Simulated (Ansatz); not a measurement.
# P2Ir (P2_1/c): the gap up the ladder of methods

Aim: the gap of P2Ir (P2_1/c) at several levels of theory on one structure, with the time that each takes.

Calculated with Ansatz 0.2.0; density functionals, hybrids and G0W0, plane waves, PAW.

This is a report of a sequence of runs, with most program output left out.

In doubt: masses and optical values from hybrid runs of this build are listed as unsure (step 8), which bears on the screening that GW takes from such a start.

## 1. Starting point

Symmetry: P2_1/c, No. 14, monoclinic system. Conventional cell: a = 5.772 Å, b = 5.807 Å, c = 5.872 Å, α = 90.00°, β = 111.25°, γ = 90.00°. P has 1 P at 2.22 Å and 3 Ir at 2.41 to 2.42 Å nearest. Nearest to P lie 1 P at 2.22 Å and 3 Ir at 2.33 to 2.35 Å. Nearest to Ir lie 6 P at 2.33 to 2.42 Å. Farther neighbours are not listed.

Coordinates:

```cif
data_structure
_symmetry_space_group_name_H-M 'P2_1/c'
_symmetry_Int_Tables_number 14
_cell_length_a 5.7723
_cell_length_b 5.8067
_cell_length_c 5.8725
_cell_angle_alpha 90.000
_cell_angle_beta 111.251
_cell_angle_gamma 90.000
_cell_volume 183.45
loop_
_atom_site_label
_atom_site_type_symbol
_atom_site_symmetry_multiplicity
_atom_site_Wyckoff_symbol
_atom_site_fract_x
_atom_site_fract_y
_atom_site_fract_z
_atom_site_occupancy
P1 P 4 e 0.15801 0.88188 0.87029 1
P2 P 4 e 0.33432 0.37721 0.18855 1
Ir1 Ir 4 e 0.27187 0.49883 0.79158 1
```

The cell and positions are those that the Materials Project relaxed with its own functionals (PBE, PBE+U or r2SCAN), kept fixed. At the settings of the band run the largest force is still 0.26 eV/Å. Spin-orbit coupling is left out unless a step names it. The default PAW set here is soft_2. Its files were made with PBE.

## 2. LDA on the 4×4×4 mesh

Levels along a band path and on the mesh show where this functional puts the band edges.

This step: DFT, LDA, plane waves, PAW.

The input, input.yaml:

```yaml
crystal:
  lattice:
    - [5.7723350975, 0.0, 0.0]
    - [0.0, 5.80673151, 0.0]
    - [-2.1284997265, 0.0, 5.4731408836]
  atoms:
    - { symbol: P, position: [0.1580067, 0.88188186, 0.87028772] }
    - { symbol: P, position: [0.8419933, 0.38188186, 0.62971228] }
    - { symbol: P, position: [0.8419933, 0.11811814, 0.12971228] }
    - { symbol: P, position: [0.1580067, 0.61811814, 0.37028772] }
    - { symbol: P, position: [0.33432299, 0.37720527, 0.18854639] }
    - { symbol: P, position: [0.66567701, 0.87720527, 0.31145361] }
    - { symbol: P, position: [0.66567701, 0.62279473, 0.81145361] }
    - { symbol: P, position: [0.33432299, 0.12279473, 0.68854639] }
    - { symbol: Ir, position: [0.27186641, 0.49883041, 0.79157869] }
    - { symbol: Ir, position: [0.72813359, 0.99883041, 0.70842131] }
    - { symbol: Ir, position: [0.72813359, 0.50116959, 0.20842131] }
    - { symbol: Ir, position: [0.27186641, 0.00116959, 0.29157869] }
kpoints:
  mp_grid: { grid: [4, 4, 4] }
  band_path:
    path:
      - [0.0, 0.0, 0.0]
      - [0.0, 0.5, 0.0]
      - [0.0, 0.5, 0.5]
      - [0.0, 0.0, 0.5]
      - [0.0, 0.0, 0.0]
      - [-0.5, 0.0, 0.5]
      - [-0.5, 0.5, 0.5]
      - [0.0, 0.5, 0.0]
      - [-0.5, 0.5, 0.0]
      - [-0.5, 0.0, 0.0]
      - [0.0, 0.0, 0.0]
    npoints: 10
hamiltonian:
  xc: lda
scf:
  occupations: { method: fermi_dirac, width: 0.02 }
  n_extra_bands: 8
output:
  eigenvalues: true
  forces: true
  stress: true
```

The run is started by

```console
ansatz run input.yaml --threads 24 --pin off --max-ram 82944MiB --backend cuda --events-out ev --progress --plain --runs-dir out --devices 1 --max-vram 78GiB
```

Wall time 1.9 s (1 × NVIDIA GB200 (shared by 2 runs) with 24 threads of Arm Neoverse V2, shared host); peak memory 1.1 GiB; 8.4 s of CPU time.

This step gave:

```
pressure             : -6.111 GPa
filled bands         : 54
gap                  : 0.6163 eV
valence top at       : E
conduction bottom at : Γ
least direct gap     : 1.526 eV
```

Over mesh and path the gap is 0.616 eV, from k = (-0.500, 0.500, 0.500) to k = Γ. The least direct gap found is 1.526 eV, at k = (0.000, 0.500, 0.500). The pressure in this cell is -6 GPa; the cell is kept.

## 3. LDA+SOC on the 4×4×4 mesh

This run has two-component orbitals with spin-orbit coupling.

This step: DFT, LDA with spin-orbit coupling, plane waves, PAW.

input.yaml, as its differences from that of step 2:

```diff
@@ -26,10 +26,7 @@
       - [0.0, 0.0, 0.5]
-      - [0.0, 0.0, 0.0]
       - [-0.5, 0.0, 0.5]
       - [-0.5, 0.5, 0.5]
-      - [0.0, 0.5, 0.0]
       - [-0.5, 0.5, 0.0]
       - [-0.5, 0.0, 0.0]
-      - [0.0, 0.0, 0.0]
-    npoints: 10
+    npoints: 1
 hamiltonian:
@@ -38,3 +35,6 @@
   occupations: { method: fermi_dirac, width: 0.02 }
-  n_extra_bands: 8
+  n_extra_bands: 16
+magnetization:
+  noncollinear: true
+  spin_orbit: true
 output:
```

The job ended after 1.8 s (1 × NVIDIA GB200 (shared by 2 runs) with 24 threads; peak memory 1.4 GiB; 12 s of CPU time).

This step gave:

| Property | Result |
| --- | --- |
| pressure | -6.098 GPa |
| gap | 0.6147 eV |
| valence top at | E |
| conduction bottom at | Γ |
| least direct gap | 1.421 eV |

Over mesh and listed points the gap is 0.615 eV, from k = (-0.500, 0.500, 0.500) to k = Γ. The least direct gap found is 1.421 eV, at k = (0.000, 0.500, 0.500). The pressure in this cell is -6 GPa; the cell is kept. LDA+SOC against LDA: 0.615 − 0.616 = −0.001 eV, with the same mesh, set of files (read in its fully relativistic form for the spin-orbit run) and cutoff, and both edges at the same k points. The spin-orbit run sees mesh and listed points alone, so its gap is an upper bound: the coupling can move an edge off these points, and the change over the zone, its sign included where it is small, is not known.

## 4. r2SCAN on the 4×4×4 mesh

r2SCAN is a meta-GGA: it depends on the kinetic-energy density as well as on the density and its gradient.

This step: DFT, r2SCAN, plane waves, PAW.

input.yaml, as its differences from that of step 3:

```diff
@@ -32,9 +32,6 @@
 hamiltonian:
-  xc: lda
+  xc: r2scan
 scf:
-  occupations: { method: fermi_dirac, width: 0.02 }
-  n_extra_bands: 16
-magnetization:
-  noncollinear: true
-  spin_orbit: true
+  occupations: { method: fixed }
+  n_extra_bands: 8
 output:
```

Wall time 1.6 s (1 × NVIDIA GB200 (shared by 2 runs) with 24 threads); peak memory 1.2 GiB; 4.2 s of CPU time.

Numbers from this step:

| Quantity | Value |
| --- | --- |
| pressure | -0.3527 GPa |
| gap | 0.7169 eV |
| valence top at | E |
| conduction bottom at | Γ |
| least direct gap | 1.709 eV |

Over mesh and listed points the gap is 0.717 eV, from k = (-0.500, 0.500, 0.500) to k = Γ. The least direct gap found is 1.709 eV, at k = (0.000, 0.500, 0.500). r2SCAN against LDA: 0.717 − 0.616 = +0.101 eV. The runs also differ in plane-wave cutoff (420 eV and 500 eV), so how much of this comes from the functional alone is not known.

## 5. HSE06 on the 4×4×4 mesh

HSE06 mixes in a quarter of exact exchange at short range.

This step: DFT, HSE06, plane waves, PAW.

input.yaml, as its differences from that of step 4:

```diff
@@ -32,3 +32,3 @@
 hamiltonian:
-  xc: r2scan
+  xc: hse06
 scf:
@@ -38,3 +38 @@
   eigenvalues: true
-  forces: true
-  stress: true
```

Run time: 12 s. Hardware: 1 × NVIDIA GB200 (shared by 2 runs) with 24 threads; peak memory 2.1 GiB; 1.9 min of CPU time.

Numbers from this step:

| Property | Result |
| --- | --- |
| gap | 1.134 eV |
| valence top at | E |
| conduction bottom at | Γ |
| least direct gap | 2.174 eV |
| exact-exchange fraction | 0.25 |

Over mesh and listed points the gap is 1.134 eV, from k = (-0.500, 0.500, 0.500) to k = Γ. The least direct gap found is 2.174 eV, at k = (0.000, 0.500, 0.500). HSE06 against LDA: 1.134 − 0.616 = +0.518 eV, with the same mesh, files and cutoff, and both edges at the same k points.

## 6. PBE0 on the 4×4×4 mesh

PBE0 mixes in a quarter of exact exchange at all distances.

This step: DFT, PBE0, plane waves, PAW.

input.yaml, as its differences from that of step 5:

```diff
@@ -32,3 +32,3 @@
 hamiltonian:
-  xc: hse06
+  xc: pbe0
 scf:
```

Elapsed: 13 s, on 1 × NVIDIA GB200 (shared by 2 runs) with 24 threads; peak memory 2.1 GiB; 1.9 min of CPU time.

This step gave:

```
gap                     : 1.785 eV
valence top at          : E
conduction bottom at    : Γ
least direct gap        : 2.846 eV
exact-exchange fraction : 0.25
```

Over mesh and listed points the gap is 1.785 eV, from k = (-0.500, 0.500, 0.500) to k = Γ. The least direct gap found is 2.846 eV, at k = (0.000, 0.500, 0.500). PBE0 against HSE06: 1.785 − 1.134 = +0.651 eV, with the same mesh, files and cutoff, and both edges at the same k points.

## 7. G0W0@LDA, 4×2×4 mesh, 843 empty bands, screening to 160 eV

G0W0 replaces the xc potential by a self-energy built once from the orbitals of the start. Levels are corrected in the window of bands that the input names, at points of the mesh.

This step: G0W0 on LDA, plane waves, PAW.

input.yaml, as its differences from that of step 6:

```diff
@@ -19,20 +19,12 @@
 kpoints:
-  mp_grid: { grid: [4, 4, 4] }
-  band_path:
-    path:
-      - [0.0, 0.0, 0.0]
-      - [0.0, 0.5, 0.0]
-      - [0.0, 0.5, 0.5]
-      - [0.0, 0.0, 0.5]
-      - [-0.5, 0.0, 0.5]
-      - [-0.5, 0.5, 0.5]
-      - [-0.5, 0.5, 0.0]
-      - [-0.5, 0.0, 0.0]
-    npoints: 1
+  mp_grid: { grid: [4, 2, 4] }
 hamiltonian:
-  xc: pbe0
+  xc: lda
 scf:
   occupations: { method: fixed }
-  n_extra_bands: 8
-output:
-  eigenvalues: true
+gw:
+  n_empty_bands: 843
+  ecut_chi: 160.0
+  qp_bands: [v4, c4]
+  qp_kpoints: band_edges
+  screening: { model: contour_deformation }
```

The job ended after 42 s (1 × NVIDIA GB200 (shared by 2 runs) with 24 threads; peak memory 4.7 GiB).

Numbers from this step:

| Property | Result |
| --- | --- |
| bands summed | 897 |
| RPA ε∞ on this mesh (eigenvalues) | 15.78, 17.46, 18.80 |
| plane waves in the screening matrix | 843 |
| G0W0 gap over the corrected points | 1.152 eV |
| k of the valence top | -0.5, -0.5, -0.5 |
| k of the conduction bottom | 0, 0, 0 |
| starting gap on the mesh | 0.6132 eV |
| Z at the valence top | 0.7823 |
| Z at the conduction bottom | 0.7651 |
| least direct G0W0 gap over the corrected points | 2.017 eV |

Over 16 of 20 irreducible mesh points the G0W0 gap is 1.152 eV, from k = (-0.500, -0.500, -0.500) to k = Γ. The LDA gap of this run on the mesh is 0.613 eV. The two states that bound the G0W0 gap lie that far apart at the start, so the correction of the gap is 1.152 − 0.613 = +0.539 eV.

## 8. G0W0@HSE06, 4×2×4 mesh, 391 empty bands, screening to 96 eV

This step: G0W0 on HSE06, plane waves, PAW.

input.yaml, as its differences from that of step 7:

```diff
@@ -21,3 +21,3 @@
 hamiltonian:
-  xc: lda
+  xc: hse06
 scf:
@@ -25,4 +25,4 @@
 gw:
-  n_empty_bands: 843
-  ecut_chi: 160.0
+  n_empty_bands: 391
+  ecut_chi: 96
   qp_bands: [v4, c4]
```

Wall time 46 s (1 × NVIDIA GB200 (shared by 2 runs) with 24 threads); peak memory 3 GiB.

This step gave:

```
bands summed                                    : 445
RPA ε∞ on this mesh (eigenvalues)               : 11.73, 12.78, 13.12
plane waves in the screening matrix             : 399
G0W0 gap over the corrected points              : 1.362 eV
k of the valence top                            : -0.5, -0.5, -0.5
k of the conduction bottom                      : 0, 0, 0
starting gap on the mesh                        : 1.130 eV
Z at the valence top                            : 0.8073
Z at the conduction bottom                      : 0.7940
least direct G0W0 gap over the corrected points : 2.292 eV
```

Over 18 of 20 irreducible mesh points the G0W0 gap is 1.362 eV, from k = (-0.500, -0.500, -0.500) to k = Γ. The HSE06 gap of this run on the mesh is 1.130 eV. The two states that bound the G0W0 gap lie that far apart at the start, so the correction of the gap is 1.362 − 1.130 = +0.232 eV. G0W0@HSE06 against G0W0@LDA with 445 bands (a further run, in the table below): 1.362 − 1.139 = +0.223 eV, with the same mesh, files and cutoffs, and both edges at the same k points.

## 9. G0W0@r2SCAN, 4×2×4 mesh, 391 empty bands, screening to 96 eV

This step: G0W0 on r2SCAN, plane waves, PAW.

input.yaml, as its differences from that of step 8:

```diff
@@ -21,3 +21,3 @@
 hamiltonian:
-  xc: hse06
+  xc: r2scan
 scf:
```

It took 12 s on 1 × NVIDIA GB200 (shared by 2 runs) with 24 threads; peak memory 3.5 GiB.

Numbers from this step:

- bands summed: 445
- RPA ε∞ on this mesh (eigenvalues): 13.93, 15.44, 16.19
- plane waves in the screening matrix: 399
- G0W0 gap over the corrected points: 1.246 eV
- k of the valence top: -0.5, 0, 0
- k of the conduction bottom: 0, 0, 0
- starting gap on the mesh: 0.7131 eV
- Z at the valence top: 0.7871
- Z at the conduction bottom: 0.7776
- least direct G0W0 gap over the corrected points: 2.141 eV

Over 16 of 20 irreducible mesh points the G0W0 gap is 1.246 eV, from k = (-0.500, 0.000, 0.000) to k = Γ. The r2SCAN gap of this run on the mesh is 0.713 eV. Other states bound it: the two that bound the G0W0 gap lie 0.809 eV apart in r2SCAN, so state for state the correction is 1.246 − 0.809 = +0.437 eV, while gap against gap it is 1.246 − 0.713 = +0.533 eV. G0W0@r2SCAN against G0W0@HSE06 with 445 bands: 1.246 − 1.362 = −0.116 eV. The runs also differ in plane-wave cutoff (420 eV and 500 eV), and the valence top lies at another k point, so how much of this comes from the start alone is not known.

## 10. The ladder

Each gap is the least one over the points named; times are wall times on shared hosts, not benchmarks. A G0W0 time includes the run's own self-consistent start. Runs with listed points see these and the mesh alone, so an edge that moves elsewhere is missed. Rows marked * are further runs, not shown as steps, whose inputs differ from the G0W0 step on the same start in the columns given; solver thresholds can differ too. Symmetry makes (-0.500, 0.500, 0.500) and (-0.500, -0.500, -0.500) one point.

| level | mesh | files, cutoff | bands summed, screening | points | gap (eV) | valence top | conduction bottom | least direct gap (eV) | time |
| --- | --- | --- | --- | --- | --- | --- | --- | --- | --- |
| LDA | 4×4×4 | soft_2 PAW, 420 eV | - | mesh and path | 0.616 | (-0.500, 0.500, 0.500) | Γ | 1.526 | 1.9 s |
| LDA+SOC | 4×4×4 | soft_2 PAW, 420 eV | - | mesh and listed points | 0.615 | (-0.500, 0.500, 0.500) | Γ | 1.421 | 1.8 s |
| r2SCAN | 4×4×4 | soft_2 PAW, 500 eV | - | mesh and listed points | 0.717 | (-0.500, 0.500, 0.500) | Γ | 1.709 | 1.6 s |
| HSE06 | 4×4×4 | soft_2 PAW, 420 eV | - | mesh and listed points | 1.134 | (-0.500, 0.500, 0.500) | Γ | 2.174 | 12 s |
| PBE0 | 4×4×4 | soft_2 PAW, 420 eV | - | mesh and listed points | 1.785 | (-0.500, 0.500, 0.500) | Γ | 2.846 | 13 s |
| G0W0@LDA* | 4×2×4 | soft_2 PAW, 420 eV | 192, 48 eV | 16 of 20 irreducible mesh points | 1.100 | (-0.500, -0.500, -0.500) | Γ | 1.996 | 5.6 s |
| G0W0@LDA* | 4×2×4 | soft_2 PAW, 420 eV | 445, 96 eV | 16 of 20 irreducible mesh points | 1.139 | (-0.500, -0.500, -0.500) | Γ | 2.016 | 11 s |
| G0W0@LDA | 4×2×4 | soft_2 PAW, 420 eV | 897, 160 eV | 16 of 20 irreducible mesh points | 1.152 | (-0.500, -0.500, -0.500) | Γ | 2.017 | 42 s |
| G0W0@LDA* | 2×2×2 | soft_2 PAW, 420 eV | 445, 96 eV | all 8 irreducible mesh points | 1.130 | (-0.500, -0.500, -0.500) | Γ | 1.999 | 2.8 s |
| G0W0@HSE06 | 4×2×4 | soft_2 PAW, 420 eV | 445, 96 eV | 18 of 20 irreducible mesh points | 1.362 | (-0.500, -0.500, -0.500) | Γ | 2.292 | 46 s |
| G0W0@r2SCAN | 4×2×4 | soft_2 PAW, 500 eV | 445, 96 eV | 16 of 20 irreducible mesh points | 1.246 | (-0.500, 0.000, 0.000) | Γ | 2.141 | 12 s |

## 11. Results

```json
{"LDA, over mesh and path": "0.616 eV", "LDA+SOC, over mesh and listed points": "0.615 eV", "r2SCAN, over mesh and listed points": "0.717 eV", "HSE06, over mesh and listed points": "1.134 eV", "PBE0, over mesh and listed points": "1.785 eV", "G0W0@LDA (897 bands, 4×2×4), over 16 of 20 irreducible mesh points": "1.152 eV", "G0W0@HSE06, over 18 of 20 irreducible mesh points": "1.362 eV", "G0W0@r2SCAN, over 16 of 20 irreducible mesh points": "1.246 eV", "known limits": "finite bands, screening cutoff and k mesh; no spin-orbit coupling in G0W0; no spin polarisation"}
```

**Reading.** The rows run from 0.615 eV (LDA+SOC) to 1.785 eV (PBE0). They differ in mesh, plane-wave cutoff, bands and screening cutoff of G0W0 and the points over which the gap was sought as well as in level, so only pairs that share these are like for like. LDA+SOC against LDA: 0.615 − 0.616 = −0.001 eV, with the same mesh, set of files (read in its fully relativistic form for the spin-orbit run) and cutoff, and both edges at the same k points. The spin-orbit run sees mesh and listed points alone, so its gap is an upper bound: the coupling can move an edge off these points, and the change over the zone, its sign included where it is small, is not known. HSE06 against LDA: 1.134 − 0.616 = +0.518 eV, with the same mesh, files and cutoff, and both edges at the same k points. PBE0 against HSE06: 1.785 − 1.134 = +0.651 eV, with the same mesh, files and cutoff, and both edges at the same k points. G0W0@HSE06 against G0W0@LDA with 445 bands: 1.362 − 1.139 = +0.223 eV, with the same mesh, files and cutoffs, and both edges at the same k points. G0W0@LDA (897 bands, 4×2×4) moves the gap of its own start on the mesh by 1.152 − 0.613 = +0.539 eV, between the same two levels. Both edges that LDA shows over mesh and path lie at k points where levels were corrected. Levels at other points were not corrected, so a lower G0W0 gap elsewhere in the zone is not ruled out. G0W0@HSE06 moves the gap of its own start on the mesh by 1.362 − 1.130 = +0.232 eV, between the same two levels. Both edges that HSE06 shows over mesh and listed points lie at k points where levels were corrected. Levels at other points were not corrected, so a lower G0W0 gap elsewhere in the zone is not ruled out. G0W0@r2SCAN moves the gap of its own start on the mesh by 1.246 − 0.713 = +0.533 eV, with other states at the edges (they lie 0.809 eV apart at the start). Both edges that r2SCAN shows over mesh and listed points lie at k points where levels were corrected. G0W0 has the valence top at another k point than that. Levels at other points were not corrected, so a lower G0W0 gap elsewhere in the zone is not ruled out. What spin-orbit coupling does to the G0W0 levels was not computed, so no sum with the G0W0 gap is formed. For G0W0@LDA: from 192 bands and 48 eV to 897 bands and 160 eV the gap moves by 1.152 − 1.100 = +0.052 eV (rung by rung 1.100, 1.139, 1.152 eV); bands and screening cutoff rise together, so their parts are not told apart. A line in one over the bands through the two highest rungs gives 1.152 + (1.152 − 1.139) × 445 / (897 − 445) = 1.165 eV, and through the pair below 1.139 + (1.139 − 1.100) × 192 / (445 − 192) = 1.169 eV. The two agree within 0.03 eV and the same two states bound the gap in each rung, so 1.165 eV is taken as an estimate of the limit on this mesh. The other G0W0 rows are shown at one basis each (445 bands), so their distance from the limit is not known here. With the 2×2×2 mesh in place of the 4×2×4 mesh and all else as in the G0W0@LDA row with 445 bands, the gap differs by 1.130 − 1.139 = −0.009 eV, and that of the start by 0.604 − 0.613 = −0.009 eV. The G0W0 runs are scalar-relativistic. The runs have no spin polarisation, and the cell holds Ir; whether a magnetic state lies lower is not shown here. Where d states form a band edge, one-shot GW is known to depend on its start; the orbital character of the edges was not analysed here. G0W0@LDA runs of this series with other atomic data on the same mesh, not shown as steps, give 1.141 eV (hard PAW, 620 eV, 473 bands, screening to 96 eV; the table's row with the same empty bands and screening cutoff has 1.139 eV); where bands and cutoffs differ too, the part of the files is not isolated.

[Paths, hosts, dates, memory and timing lines, banners, echoed tables and standing remarks are left out of the program output.]

[Logs are printed without paths, hosts, clocks, repeated set-up lines and the standing remarks that a program may print on its own settings, such as how far it seeks lower states.]

[Runs of the session that timed out or met a known fault of the program may be left out.]

[Cells called generated may have been cut or substituted from an entry of the Crystallography Open Database or the Materials Project.]

[Hosts, paths, dates, database ids (printed as entryN), source tags and the programs' standing remarks are cut or masked in the printed files.]

[Where an RPA ε∞ is given, it is that of the G0W0 mesh and is not shown converged in it. Names of k-points follow the symmetry that the program found, which can be lower than the space group named. Band edges on a path are those of the sampled points; other points can move an edge, and change direct to indirect where valleys lie close.]

[Hybrid gaps are those of their k-mesh and are not shown converged in it.]
